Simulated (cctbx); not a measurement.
## A disordered crystal of nominal CaMn3S4

Cell a = 3.9480 Å, b = 3.9480 Å, c = 10.4910 Å, α = 90.00°, β = 90.00°, γ = 90.00°; space group P4/mmm (no. 123); nominal formula CaMn3S4.

The data are simulated with cctbx, not measured: synchrotron X-rays, λ = 0.6889 Å, to d = 0.77 Å, 80 % of the full sphere, strongest reflection 40000 counts, noise from counting, a 1.5 % proportional error and a noise floor of 8 counts (s.d.); no absorption.

With every site full:

```text
Rint 0.018, 154 unique reflections to 0.77 A
cycle     R1     wR2    GooF  max shift (A)
   1  0.0675  0.1449   8.410   0.00155
   3  0.0268  0.0628   3.643   0.00001
final R1 0.0268 wR2 0.0628 GooF 3.643  parameters 14  data/parameter 11.0
atom        x        y        z      Ueq    occ   su(xyz)  su(Uiso or U11)
Mn1    0.50000  0.50000  0.25929   0.0164  1.000  0.00016  0.0007
Mn2    0.00000  0.00000  0.50000   0.0117  1.000  0.00000  0.0008
Ca2    0.00000  0.00000  0.00000   0.0098  1.000  0.00000  0.0009
S1     0.50000  0.50000  0.50000   0.0165  1.000  0.00000  0.0013
S2     0.00000  0.00000  0.73580   0.0100  1.000  0.00023  0.0008
S3     0.50000  0.50000  0.00000   0.0175  1.000  0.00000  0.0012
difference map: max 1.82 min -0.70 rms 0.18
Q1    0.0000  0.1194  0.0000    4    1.83  0.47 A from Ca2
Q2    0.5000  0.5000  0.0000    1    0.78  0.00 A from S3
Q3    0.0000  0.0000  0.5000    1    0.77  0.00 A from Mn2
Q4    0.5000  0.5000  0.1306    2    0.42  1.35 A from Mn1
Q5    0.5000  0.5000  0.2900    2    0.36  0.32 A from Mn1
Q6    0.5000  0.5000  0.4368    2    0.35  0.66 A from S1
```

With the occupancies of the suspect sites free, each still typed as its main element:

```text
Rint 0.018, 154 unique reflections to 0.77 A
cycle     R1     wR2    GooF  max shift (A)
   1  0.0383  0.0884   5.169   0.00111
   5  0.0086  0.0176   1.027   0.00002
final R1 0.0087 wR2 0.0176 GooF 1.027  parameters 16  data/parameter 9.6
atom        x        y        z      Ueq    occ   su(xyz)  su(Uiso or U11)
Mn1    0.50000  0.50000  0.25941   0.0128  0.947  0.00005  0.0003
Mn2    0.00000  0.00000  0.50000   0.0125  1.000  0.00000  0.0003
Ca2    0.00000  0.00000  0.00000   0.0192  1.146  0.00000  0.0005
S1     0.50000  0.50000  0.50000   0.0167  1.000  0.00000  0.0005
S2     0.00000  0.00000  0.73572   0.0118  1.000  0.00007  0.0004
S3     0.50000  0.50000  0.00000   0.0155  1.000  0.00000  0.0005
su of occupancy Mn1: 0.004
su of occupancy Ca2: 0.004
difference map: max 0.25 min -0.37 rms 0.07
Q1    0.1070  0.1070  0.2636    8    0.26  0.60 A from S2
Q2    0.3104  0.5000  0.3108    8    0.26  0.92 A from Mn1
Q3    0.1327  0.1327  0.5000    4    0.25  0.74 A from Mn2
Q4    0.0000  0.5000  0.5000    2    0.25  1.97 A from S1
Q5    0.5000  0.5000  0.0000    1    0.22  0.00 A from S3
Q6    0.2689  0.5000  0.0000    4    0.20  0.91 A from S3
```

**Question.** What is the disorder?

X-rays count electrons. Mn1 refines to 0.947(0.004), or 23.7 electrons; the site truly holds 0.8 Mn and 0.2 Ca, 24.0 electrons, which is 0.960 of Mn; Ca2 refines to 1.146(0.004), or 22.9 electrons; the site truly holds 0.6 Ca and 0.4 Mn, 22.0 electrons, which is 1.100 of Ca. A value under 1 can't tell vacancies from a lighter guest, and one over 1 needs a heavier guest; chemistry or a second radiation must settle which. Occupancy correlates with U and the scale, and the two elements' form factors differ in shape, so the match is approximate.

Freeing them takes R1 from 0.0268 to 0.0087 and GooF from 3.64 to 1.03.

The model is made up (kin elements in a known structure type, no relaxation), so it says nothing on whether the phase exists.

[Middle refinement cycles are left out of these outputs.]

[Logs are printed without paths, hosts, clocks, repeated set-up lines and the standing remarks that a program may print on its own settings, such as how far it seeks lower states.]
